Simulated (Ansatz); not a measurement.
# Cu2H2Pt: relaxing a made-up structure, part 2 of 2

Starting from a made-up structure for Cu2H2Pt, the aim is the relaxed cell, its shortest contacts and, where a second run follows, its electronic structure.

Ansatz 0.2.0; DFT, PBEsol, plane-wave PAW, files of the set soft_1, scalar-relativistic, ferromagnetic start, cell and ions relaxed at zero pressure; PAW set soft_1 (the session's first sound run).

So far: Starting point; Relaxing cell and atoms.

## 3. Electronic structure of the relaxed cell

A second self-consistent run takes a narrower smearing and the mesh shown in its input; the bands follow along the standard path of the relaxed lattice.

This step: DFT, PBEsol, plane-wave PAW, files of the set soft_1, scalar-relativistic, no spin, bands and density of states at the relaxed cell; PAW set soft_1 (Ansatz 0.2.0).

input.yaml reads:

```yaml
crystal:
  lattice:
    - [-1.4263203467, 1.426877842, 5.384972737]
    - [1.4263203467, -1.426877842, 5.384972737]
    - [1.4263203467, 1.426877842, -5.384972737]
  atoms:
    - { symbol: Pt, position: [0.0, 0.0, 0.0] }
    - { symbol: Cu, position: [0.3316485555, 0.3316485555, 0.0] }
    - { symbol: Cu, position: [0.6683514445, 0.6683514445, 0.0] }
    - { symbol: H, position: [0.1628569378, 0.1628569378, 0.0] }
    - { symbol: H, position: [0.8371430622, 0.8371430622, 0.0] }
kpoints:
  mp_grid: { grid: [16, 16, 16] }
  band_path:
    path:
      - [[0.0, 0.0, 0.0], [0.0, 0.0, -0.5], [-0.03510561, 0.03510561, -0.5], [-0.26755281, 0.26755281, -0.26755281], [0.0, 0.0, 0.0], [-0.5, -0.5, 0.5], [-0.73244719, -0.26755281, 0.26755281], [-0.5, 0.0, 0.0], [-0.25, -0.25, -0.25], [-0.5, -0.5, 0.03510561], [-0.5, -0.5, 0.5]]
      - [[0.0, 0.0, -0.5], [-0.25, -0.25, -0.25]]
    npoints: 7
scf:
  occupations: { method: fermi_dirac, width: 0.03 }
  n_extra_bands: 9
hamiltonian:
  xc: pbesol
  pseudopotentials: { kind: paw, azcp: { folder: soft_1 }, xc_functional: pbe }
output:
  forces: true
  stress: true
  write_bands: true
  dos: { projected: true }
  write_density: true
  write_potential: true
  elf: true
  volumetric_format: npy
```

Command:

```console
> ansatz run input.yaml --threads 4 --pin off --max-ram 8192MiB --backend cpu --events-out ev --progress --plain --runs-dir out
```

Numbers of over 12 decimals in the logs are rounded to 6 here.

What it wrote:

```text
[...]
Crystal: 5 atoms, lattice volume = 43.838 Å³
Basis set: ecut = 420 eV, 877 PW (Γ), FFT grids on a1−a2, a2, a2+a3, exchange–correlation on 54×80×40 points (8 copies of the dense FFT grid, shifted against one another)
Bands: 38, of which v1, the nominal top of the filled ones, is band 29 counted from 1 (28 counted from 0)
Symmetry: 8 space group operations
[...]
k-points: 621 of 4096
[...]
SCF iter   1: F=—  HF=-25597.004309 eV  |F-HF|=—  |Δ(HF+E_count)|=         —  Δρ=1.57e-1  dr2=1.54e1  ethr=3.10e-3  ⟨swp⟩=4.8  Hψ=84334  notcnv=0
[...]
SCF iter  11: F=-25594.002450 eV  HF=-25594.002450 eV  |F-HF|=2.39e-9  |Δ(HF+E_count)|=   2.34e-8  Δρ=2.92e-6  dr2=3.62e-9  ethr=1.32e-10  ⟨swp⟩=6.8  Hψ=113301  notcnv=0
SCF 1 converged in 11 iterations: F = -25594.002450 eV  dr2 = 3.62e-9
[...]
NSCF: frozen V_eff on 79 k-points
SCF converged after 11 iterations
Free energy (F): -25594.002450 eV
[...]
Internal energy: -25593.997805 eV  (E = F + TS)
E sigma→0 (E₀):  -25594.000127 eV
Entropy (-TS):   -0.004645 eV (-0.929 meV/atom)
Fermi energy:    17.721614 eV
[...]
--- Forces (eV/Å), atoms counted from 1 ---
  atom   1  Pt     0.00000000     0.00000000     0.00000000
  atom   2  Cu     0.00000000    -0.00000000    -0.00121076
  atom   3  Cu     0.00000000     0.00000000     0.00121076
  atom   4  H      0.00000000     0.00000000    -0.00409523
  atom   5  H      0.00000000     0.00000000     0.00409523
  max |Σ_I F_I| component: 5.42e-20 eV/Å
--- Stress (GPa, compression-positive) ---
       -0.192774       0.000000       0.000000
        0.000000      -0.185546      -0.000000
        0.000000      -0.000000       0.260546
  P = ⅓ Tr σ = -0.0393 GPa (-0.393 kbar)
--- Band table (eV; the first three rows and the last of 621) ---
  k-point 0: bands = [... 25 lower, 15.2434, 15.2468, 15.6195, 15.6213, 16.7582, 23.5933, 27.6370, 27.6498, ... 5 higher]
  k-point 1: bands = [... 25 lower, 15.1573, 15.6142, 15.6474, 16.0319, 16.6976, 23.3318, 26.6406, 26.7950, ... 5 higher]
  k-point 2: bands = [... 25 lower, 15.0934, 15.5986, 15.8672, 16.4781, 16.7861, 22.7735, 25.2007, 25.3936, ... 5 higher]
  k-point 620: bands = [... 25 lower, 15.0591, 16.1967, 16.1969, 16.7830, 19.3535, 23.2560, 25.5433, 25.5574, ... 5 higher]
```

Wall time 14 s (4 threads of Intel Xeon Platinum 8559C (Emerald Rapids), shared host); peak memory 0.97 GiB; 53 s of CPU time.

Numbers from this step:

```yaml
free_energy: -25594.0024 eV
energy_at_zero_smearing: -25594.0001 eV
smearing_term_ts: 0.004645 eV
fermi_energy: 17.72 eV
pressure: -0.03926 GPa
```

From bands.tsv, the bands that come nearest the Fermi level along the path, at its corners, in eV from the Fermi level:

| point | band 26 | band 27 | band 28 | band 29 | band 30 | band 31 | band 32 | band 33 |
| --- | --- | --- | --- | --- | --- | --- | --- | --- |
| Γ | -2.48 | -2.47 | -2.10 | -2.10 | -0.96 | 5.87 | 9.92 | 9.93 |
| X | -1.66 | -0.73 | 0.09 | 0.36 | 2.07 | 2.63 | 2.91 | 5.05 |
| Y | -1.66 | -0.80 | 0.19 | 0.21 | 1.78 | 2.61 | 3.12 | 5.20 |
| S | -2.34 | -1.76 | -1.60 | -1.52 | -0.05 | 3.49 | 3.99 | 7.75 |
| Γ | -2.48 | -2.47 | -2.10 | -2.10 | -0.96 | 5.87 | 9.92 | 9.93 |
| Z | -2.66 | -1.52 | -1.52 | -0.94 | 1.63 | 5.53 | 7.82 | 7.84 |
| S1 | -2.34 | -1.76 | -1.60 | -1.52 | -0.05 | 3.49 | 3.99 | 7.75 |
| N | -2.35 | -1.82 | -1.54 | -1.45 | -0.12 | 2.81 | 4.73 | 6.41 |
| P | -2.17 | 0.09 | 0.36 | 0.65 | 0.65 | 2.04 | 5.08 | 5.18 |
| Y1 | -1.66 | -0.80 | 0.19 | 0.21 | 1.78 | 2.61 | 3.12 | 5.20 |
| Z | -2.66 | -1.52 | -1.52 | -0.94 | 1.63 | 5.53 | 7.82 | 7.84 |
| X | -1.66 | -0.73 | 0.09 | 0.36 | 2.07 | 2.63 | 2.91 | 5.05 |
| P | -2.17 | 0.09 | 0.36 | 0.65 | 0.65 | 2.04 | 5.08 | 5.18 |

Electrostatic potential energy in the ab plane of the cell as run, not the conventional one, at fractional z = 0.000, with atoms of Pt and Cu and H within 0.2 Å of it. With pseudopotentials it is smooth inside the atoms' cores, unlike the true potential.

Ten even steps from '_' (-57 eV) to '@' (20 eV), each cell a mean:
```
____::##@@@@@@@@@@@@@@%%%%%%++..
..__..++%%@@@@####%%@@%%****##++
**----==%%@@@@##====**%%##==**%%
@@%%****%%@@@@##--..::++%%##**%%
@@@@@@%%@@@@@@@@++..__..++%%%%%%
@@@@@@@@@@@@@@@@%%==____::**@@@@
@@%%%%%%@@@@@@@@@@%%==....==%%@@
@@%%**++##@@@@@@@@@@%%++--==##@@
@@%%++::::++%%@@@@@@@@@@######@@
@@@@##--__..==%%@@@@@@@@@@@@@@@@
@@@@%%++..__..++@@@@@@@@@@@@@@@@
@@##%%%%++..__::##@@@@@@%%%%%%@@
%%##++##%%++--::++%%@@%%**==++##
**%%++++%%%%##++**%%@@@@**--..::
..++%%####@@@@%%%%%%@@@@%%--____
__..**%%@@@@@@@@@@@@@@@@@@**..__
```
Columns run along a (5.8 Å; values clipped at the 3rd and 97th percentile), rows up along b (5.8 Å). Atoms in or near the plane, at fractional coordinates: Pt at (0.00, 0.00), Cu at (0.33, 0.33), Cu at (0.67, 0.67), H at (0.16, 0.16), H at (0.84, 0.84).

ELF in the ab plane of the cell as run, not the conventional one, at fractional z = 0.000, with atoms of Pt and Cu and H within 0.2 Å of it. It is the smooth field of the valence electrons, not physical close to the nuclei.

Ten even steps from '_' (0.15) to '@' (0.95), each cell a mean:
```
++++==::::::________::**##--::==
==++++==::..________..++@@%%==::
::======::..__________..**@@%%--
::::----::..______....__..**@@##
--....::....______::++::__..++**
..____......________==++..__..::
______________________::..______
________________________________
________..______________________
....____----____________________
====..__::**--______............
++%%**..__::==______....::::::::
--%%@@**..__________..::--====::
::==@@@@**..__________..--++++==
==::==%%%%==__________..::==++++
++==::--++==..______..--::::==++
```
Columns run along a (5.8 Å), rows up along b (5.8 Å). Atoms in or near the plane, at fractional coordinates: Pt at (0.00, 0.00), Cu at (0.33, 0.33), Cu at (0.67, 0.67), H at (0.16, 0.16), H at (0.84, 0.84).

Valence density in the ab plane of the cell as run, not the conventional one, at fractional z = 0.000, with atoms of Pt and Cu and H within 0.2 Å of it. It is the smooth field of the valence electrons, not physical close to the nuclei.

Ten steps, logarithmic in the rise over the least value, from '_' (0 e/Å³) to '@' (61 e/Å³), each cell a mean:
```
****==::________________....--++
++++++--..____......____......--
::====--..____..--==::__..::....
....::::..____..==##**--........
______..________--##@@%%--______
________________..==%%@@**::____
____..____________..==####==..__
____::::..__________..--==--..__
____::++**--..__________......__
____..++%%%%==..________________
______--##@@%%--________________
__......==##%%**..______......__
....::....--++++::____..::----::
::..::::..__..::::..____::==++==
++--......______________..==++**
**++::..________________..::++**
```
Columns run along a (5.8 Å), rows up along b (5.8 Å). Atoms in or near the plane, at fractional coordinates: Pt at (0.00, 0.00), Cu at (0.33, 0.33), Cu at (0.67, 0.67), H at (0.16, 0.16), H at (0.84, 0.84).

## 4. What came out

```yaml
space_group_relaxed: I4/mmm
conventional_cell: a = 2.853, b = 2.853, c = 10.770 Å; α = 90.0°, β = 90.0°, γ = 90.0°
volume_per_atom: 8.77 Å³ (guess 7.73)
total_moment: 0.00 μB in the cell of 5 atoms
```

Cu2H2Pt relaxes to I4/mmm with a = 2.853, b = 2.853 and c = 10.770 Å. The guessed volume was 12 % too small. The symmetry rose from Immm to I4/mmm, so the distortion of the structure type doesn't survive with these elements. The moments died out from this one start and weren't seeded again at the relaxed cell. Bands cross the Fermi level, so it is a metal or semimetal at this level. On the 16×16×16 mesh with the narrower smearing (relaxed on 13×13×13) the largest force component is 0.004 eV/Å and the largest stress component is 0.261 GPa, against the relaxation's thresholds of 0.015 eV/Å and 0.05 GPa. The cutoff wasn't tested. A vector of the cell changed its length by 14 %, more than the volume shows. Spin-orbit coupling is left out, which can matter for elements this heavy. No dispersion term is used, so weakly bound directions may come out too long. Nothing here tests whether the compound is stable against decomposition.

[Logs are printed without paths, hosts, clocks, repeated set-up lines and the standing remarks that a program may print on its own settings, such as how far it seeks lower states.]

[Hosts, paths, dates, database ids (printed as entryN), source tags and the programs' standing remarks are cut or masked in the printed files.]
